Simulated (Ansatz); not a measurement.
## Sc on Pd(111): change of the work function: cost of one run

Ansatz 0.2.0; plane-wave DFT, PBE, JTH PAW. The cell holds 17 atoms.

The input, input.yaml:

```yaml
crystal:
  lattice:
    - [5.5012907577, 0.0, 0.0]
    - [2.7506453788, 4.7642575498, 0.0]
    - [0.0, 0.0, 27.7587555801]
  atoms:
    - { symbol: Pd, position: [0.0, 0.0, 0.324222027] }
    - { symbol: Pd, position: [0.1666666667, 0.1666666667, 0.4051295641] }
    - { symbol: Pd, position: [0.3345341187, 0.3345341187, 0.4905832652] }
[... 8 atom lines left out ...]
    - { symbol: Pd, position: [0.5076861229, -0.0038430615, 0.5750075693] }
    - { symbol: Pd, position: [0.5, 0.5, 0.324222027] }
    - { symbol: Pd, position: [0.6666666667, 0.6666666667, 0.4051295641] }
    - { symbol: Pd, position: [0.8333333333, 0.8333333333, 0.4881698086] }
    - { symbol: Pd, position: [0.5, 0.5, 0.5856818862] }
    - { symbol: Sc, position: [0.1666666667, 0.1666666667, 0.6403185013] }
kpoints:
  mp_grid: { grid: [6, 6, 1] }
hamiltonian:
  xc: pbe
  pseudopotentials: { kind: paw, source: jth }
scf:
  occupations: { method: fermi_dirac, width: 0.1 }
  convergence: { dr2_threshold: 1.0e-08 }
efield:
  axis: 3
  dipole_correction: true
  ramp_position: 0.97
  ramp_width: 0.06
output:
  write_potential: true
  write_density: true
  volumetric_format: npy
```

Launch:

```bash
$ ansatz run input.yaml --threads 4 --pin off --max-ram 6144MiB --backend cpu --events-out ev --progress --plain --runs-dir out
```

The cutoff in use is 1350 eV. For reference, a run of the same kind (17 atoms, 7 k-points, 180 bands and 14,163 plane waves; 14 SCF cycles) took 19 s and 2.9 GiB on the same hardware.

Q: Estimate wall time and peak memory on 4 threads of Intel Xeon Platinum 8559C (Emerald Rapids), shared host.

A cutoff of 1350 eV is a sphere of radius 18.8 Å⁻¹, so a cell of 728 Å³ holds about V·G³/6π² = 81,937 plane waves. At two electrons a band, the 299 electrons need 150 bands, and 30 more are carried. Symmetry cuts the 6×6×1 mesh from 36 to 7 points. The run has 7 k-points, 180 bands and 82,127 plane waves. Taking the work of a cycle as k-points × spins × bands × plane waves, that is 5.8 times the reference, or 1.8 min at the reference's 14 cycles. The run needed 15 SCF cycles, which makes it about 1.9 min. One copy of the wavefunctions takes 1.5 GiB at 16 bytes a coefficient, against 0.27 GiB in the reference; grids, projectors and work arrays come on top. Measured: about 2.1 min, with a peak of 4.9 GiB. The estimate holds within 25 %.

[Logs are printed without paths, hosts, clocks, repeated set-up lines and the standing remarks that a program may print on its own settings, such as how far it seeks lower states.]

[Hosts, paths, dates, database ids (printed as entryN), source tags and the programs' standing remarks are cut or masked in the printed files.]

[Maps of the electrostatic potential energy from Ansatz leave out the sawtooth potential of an applied field or a dipole correction, so their vacuum need not be flat; planar profiles and work functions include it.]
